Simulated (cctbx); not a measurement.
# Symmetry from intensities

Cell: a = 12.4100 Å, b = 14.0910 Å, c = 4.1170 Å, α = 90.00°, β = 90.00°, γ = 90.00°. Expected content of the cell: Pt8 Dy4 Al32.

The data are simulated with cctbx, not measured: Cu Kα, λ = 1.54184 Å, to d = 0.83 Å, 70 % of the full sphere, strongest reflection 20000 counts, noise from counting, a 2 % proportional error and a noise floor of 4 counts (s.d.); no absorption.

A first pass over the reflections prints:

```text
3665 reflections to d = 0.830 A
centring   violations  <I/sigma> of those
    A       1506 of  1832     16.9
    B       1479 of  1835     16.9
    C       1493 of  1843     16.3
    I       1433 of  1835     16.4
    R       1986 of  2455     16.8
    F       2239 of  2755     16.7
Laue class    unique    Rint  (classes that these axes allow; Friedel mates merged)
P -1             2362   0.019
P 1 2/m 1        1345   0.022
P 1 1 2/m        1455   0.022
P 2/m 1 1        1342   0.022
P m m m           810   0.024
space group    extra absences  I>4sigma  <I/sigma>
P 2 2 2                 0          0         -  acentric
P 21 2 2                8          0       0.2  acentric
P 2 21 2                9          0      -0.3  acentric
P 21 21 2              17          0      -0.1  acentric
P m m 2                 0          0         -  acentric
P 2 m m                 0          0         -  acentric
P m 2 m                 0          0         -  acentric
P 21 a m               76          0       0.0  acentric
P b 21 m               83          0       0.0  acentric
P m a 2                76          0       0.0  acentric
P b m 2                83          0       0.0  acentric
P b a 2               159          0       0.0  acentric
P m m m                 0          0         -  centric
P b m m                83          0       0.0  centric
P m a m                76          0       0.0  centric
P b a m               159          0       0.0  centric
Wilson B = 0.77 A^2   <|E^2-1|> = 0.983 (0.968 centric, 0.736 acentric)   E^2>4: 4.5 %
shell (A)         n   <I/sigma>
14.09 - 1.66    125     35.6
 1.66 - 1.32    105     33.5
 1.32 - 1.15    104     34.4
 1.15 - 1.05     95     31.5
 1.05 - 0.97    105     29.1
 0.97 - 0.91    104     29.4
 0.91 - 0.87     88     29.8
 0.87 - 0.83     84     29.7
```

**Question.** What are the lattice type, the Laue class and the likely space group?

Every centring test has many violations, so the lattice is primitive.

Rint stays low (0.019 to 0.024) up to P m m m, the highest class in these axes.

16 settings pass the absence test. The most absences obeyed, 159, belong to P b a 2 and P b a m, which absences can't tell apart.

⟨|E²−1|⟩ = 0.983 leans to a centrosymmetric structure. The Wilson B of 0.77 Å² means U ≈ 0.0098 Å².

The true group is Pbam (no. 55), Laue class mmm, centrosymmetric. The tables only narrow the choice to the tied entries; cell content, site symmetry and trial solutions must settle it.

The model was made for the exercise: a known structure type with other elements put in, its volume estimated, not relaxed; displacement parameters are assumed.

[Logs are printed without paths, hosts, clocks, repeated set-up lines and the standing remarks that a program may print on its own settings, such as how far it seeks lower states.]
